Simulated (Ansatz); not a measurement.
# TcS2 (1H sheet): how robust is the cRPA U?, part 2 of 2

What does U in TcS2 (1H sheet) depend on besides the window?

Ansatz 0.2.0; constrained RPA on PBEsol, plane waves, PAW.

So far. Step 3 (Changed: 3×3×1 mesh): On the Tc d shell, screening brings the on-site interaction from 14.4 eV down to U = 6.66 eV. Step 5 (Changed: accuracy low): On the Tc d shell, screening brings the on-site interaction from 14.3 eV down to U = 6.67 eV.

### Step 6. Changed: potentials

This step: constrained RPA on PBEsol, plane waves, norm-conserving pseudopotentials.

The input, input.yaml:

```yaml
crystal:
  lattice:
    - [-2.80592858, 1.62000362, 0.0]
    - [0.0, -3.24000724, 0.0]
    - [0.0, 0.0, 30.26341314]
  atoms:
    - { symbol: Tc, position: [0.0, 0.0, 0.3124002101] }
    - { symbol: S, position: [0.3333333333, 0.6666666667, 0.3599975578] }
    - { symbol: S, position: [0.3333333333, 0.6666666667, 0.2648028623] }
  periodic: [true, true, false]
kpoints:
  mp_grid: { grid: [9, 9, 1] }
hamiltonian:
  xc: pbesol
  pseudopotentials: { kind: nc }
scf:
  occupations: { method: gaussian, width: 0.08 }
  n_extra_bands: 19
  max_iter: 150
  lower_state_search: "off"
output:
  crpa:
    kmesh: [6, 6, 1]
    target_bands: [v8, c3]
    projections: [{ species: Tc, l: d, shell: 4 }, { species: S, l: p, shell: 3 }]
```

Command:

```console
ansatz run input.yaml --threads 8 --pin off --max-ram 14745MiB --backend cpu --events-out ev --progress --plain --runs-dir out
```

Numbers of over 12 decimals in the logs are rounded to 6 here.

The program printed:

```text
[...]
Crystal: 3 atoms, lattice volume = 275.132 Å³
Basis set: ecut = 1142.878222 eV, 24041 PW (Γ)
Bands: 33, of which v1, the nominal top of the filled ones, is band 14 counted from 1 (13 counted from 0)
Symmetry: 12 space group operations
[...]
k-points: 12 of 81 (time reversal used)
[...]
screened: U = 6.7687 eV, U' = 5.8354 eV, J = 0.4723 eV
      screened, to within: U = 2.2e-2 eV, U' = 2.2e-2 eV, J = 1.2e-3 eV
      bare: V = 12.5658 eV, V' = 11.1836 eV, J = 0.7016 eV
    Site 2, 3P, 3 of 3 p orbitals (Wannier functions 9, 10, 11; wannier90's mr 1, 2, 3):
      screened: U = 6.7687 eV, U' = 5.8354 eV, J = 0.4723 eV
      screened, to within: U = 2.2e-2 eV, U' = 2.2e-2 eV, J = 1.2e-3 eV
      bare: V = 12.5658 eV, V' = 11.1836 eV, J = 0.7016 eV
[...]
[key lines of the parts left out:]
SCF converged after 8 iterations
Free energy (F): -2909.071573 eV
Fermi energy:    -4.442429 eV
```

The job ended after 14 min (8 threads of Arm Neoverse V2, shared host; peak memory 8.2 GiB; 1.8 h of CPU time).

This step gave:

```yaml
u: 6.700 eV
u_prime_inter_orbital: 5.904 eV
j: 0.4047 eV
bare_v: 14.30 eV
bare_j: 0.5358 eV
stated_bound_on_u: 0.02452 eV
u_over_bare_v: 0.4686
electrons_in_the_window: 15.00
head_of_the_constrained_inverse_dielectric_matrix: 0.8215
least_eigenvalue_of_the_projection_s_overlap: 0.7359
target_functions: 11
bands_in_the_sums: 34
width_of_the_target_bands: 10.11 eV
weight_of_the_projected_orbitals_in_the_window: 0.9394
```

On the Tc d shell, screening brings the on-site interaction from 14.3 eV down to U = 6.70 eV.

### Step 7. Changed: strain -1.5%

This step: constrained RPA on PBEsol, plane waves, PAW.

The cell differs from the one that the last finished run ended in (a 3.240 → 3.191 Å, b 3.240 → 3.191 Å).

Changes to input.yaml since step 6:

```diff
@@ -2,4 +2,4 @@
   lattice:
-    - [-2.80592858, 1.62000362, 0.0]
-    - [0.0, -3.24000724, 0.0]
+    - [-2.7638396513, 1.5957035657, 0.0]
+    - [0.0, -3.1914071314, 0.0]
     - [0.0, 0.0, 30.26341314]
@@ -14,3 +14,2 @@
   xc: pbesol
-  pseudopotentials: { kind: nc }
 scf:
@@ -25 +24,6 @@
     projections: [{ species: Tc, l: d, shell: 4 }, { species: S, l: p, shell: 3 }]
+  local_orbitals:
+    kmesh: [12, 12, 1]
+    orbitals: [{ species: Tc, l: d, shell: 4 }, { species: S, l: p, shell: 3 }]
+    window: { bands: [v8, c3] }
+    seedname: lo
```

The program printed:

```text
[...]
Crystal: 3 atoms, lattice volume = 266.940 Å³
Basis set: ecut = 500 eV, 6729 PW (Γ)
Bands: 33, of which v1, the nominal top of the filled ones, is band 14 counted from 1 (13 counted from 0)
Symmetry: 12 space group operations
[...]
k-points: 12 of 81 (time reversal used)
[...]
screened: U = 6.7328 eV, U' = 5.7983 eV, J = 0.4740 eV
      screened, to within: U = 1.7e-2 eV, U' = 1.7e-2 eV, J = 8.6e-4 eV
      bare: V = 12.5822 eV, V' = 11.1971 eV, J = 0.7053 eV
    Site 2, 3P, 3 of 3 p orbitals (Wannier functions 9, 10, 11; wannier90's mr 1, 2, 3):
      screened: U = 6.7328 eV, U' = 5.7983 eV, J = 0.4740 eV
      screened, to within: U = 1.7e-2 eV, U' = 1.7e-2 eV, J = 8.6e-4 eV
      bare: V = 12.5822 eV, V' = 11.1971 eV, J = 0.7053 eV
[...]
[key lines of the parts left out:]
SCF converged after 8 iterations
Free energy (F): -7108.880214 eV
Fermi energy:    -4.296097 eV
```

Wall time 4.4 min (8 threads); peak memory 3.3 GiB; 34 min of CPU time.

This step gave:

| Item | Value |
| --- | --- |
| U | 6.592 eV |
| U prime (inter-orbital) | 5.803 eV |
| J | 0.4013 eV |
| bare V | 14.22 eV |
| bare J | 0.5321 eV |
| stated bound on U | 0.02309 eV |
| U over bare V | 0.4637 |
| electrons in the window | 15 |
| head of the constrained inverse dielectric matrix | 0.8164 |
| least eigenvalue of the projection's overlap | 0.7368 |
| target functions | 11 |
| bands in the sums | 34 |
| r.m.s. miss of the model bands | 2.95e-4 eV |
| width of the target bands | 10.54 eV |
| weight of the projected orbitals in the window | 0.9371 |

On the Tc d shell, screening brings the on-site interaction from 14.2 eV down to U = 6.59 eV.

### Step 8. Side by side

Times are wall times on 8 threads of Arm Neoverse V2, shared host, good to a factor of about two.

| run | bare V (eV) | U (eV) | J (eV) | bound on U (eV) | width (eV) | time |
| --- | --- | --- | --- | --- | --- | --- |
| target window | 14.29 | 6.693 | 0.405 | 0.0243 | 10.10 | 4.9 min |
| 3×3×1 mesh | 14.37 | 6.661 | 0.405 | 0.0247 | 10.10 | 40 s |
| accuracy low | 14.29 | 6.666 | 0.402 | 0.2199 | 10.10 | 2.5 min |
| potentials | 14.30 | 6.700 | 0.405 | 0.0245 | 10.11 | 14 min |
| strain -1.5% | 14.22 | 6.592 | 0.401 | 0.0231 | 10.54 | 4.4 min |

### Step 9. Outcome

* target window: U 6.69 eV, J 0.40 eV
* 3×3×1 mesh: U 6.66 eV, J 0.40 eV
* accuracy low: U 6.67 eV, J 0.40 eV
* potentials: U 6.70 eV, J 0.40 eV
* strain -1.5%: U 6.59 eV, J 0.40 eV

In words: 3×3×1 mesh moves U by −0.03 eV (within the solver's bounds, for the mean over orbitals) at 0.14 times the time. Accuracy low moves U by −0.03 eV (within the solver's bounds, for the mean over orbitals) at 0.50 times the time. Potentials moves U by +0.01 eV (within the solver's bounds, for the mean over orbitals) at 2.9 times the time. Strain -1.5% moves U by −0.10 eV. The printed bound covers the solver alone, not the mesh, and no denser mesh than the base was run. The parent state is non-magnetic and the interaction static (zero frequency); U depends on the window and the orbitals, so it belongs to this model alone. A window that holds the anion p bands defines a model with explicit ligands; its U belongs to that model and is not the U of DFT+U.

[Paths, hosts, dates, memory and timing lines, banners, echoed tables and standing remarks are left out of the program output.]

[Logs are printed without paths, hosts, clocks, repeated set-up lines and the standing remarks that a program may print on its own settings, such as how far it seeks lower states.]

[Runs of the session that timed out or met a known fault of the program may be left out.]

[Hosts, paths, dates, database ids (printed as entryN), source tags and the programs' standing remarks are cut or masked in the printed files.]
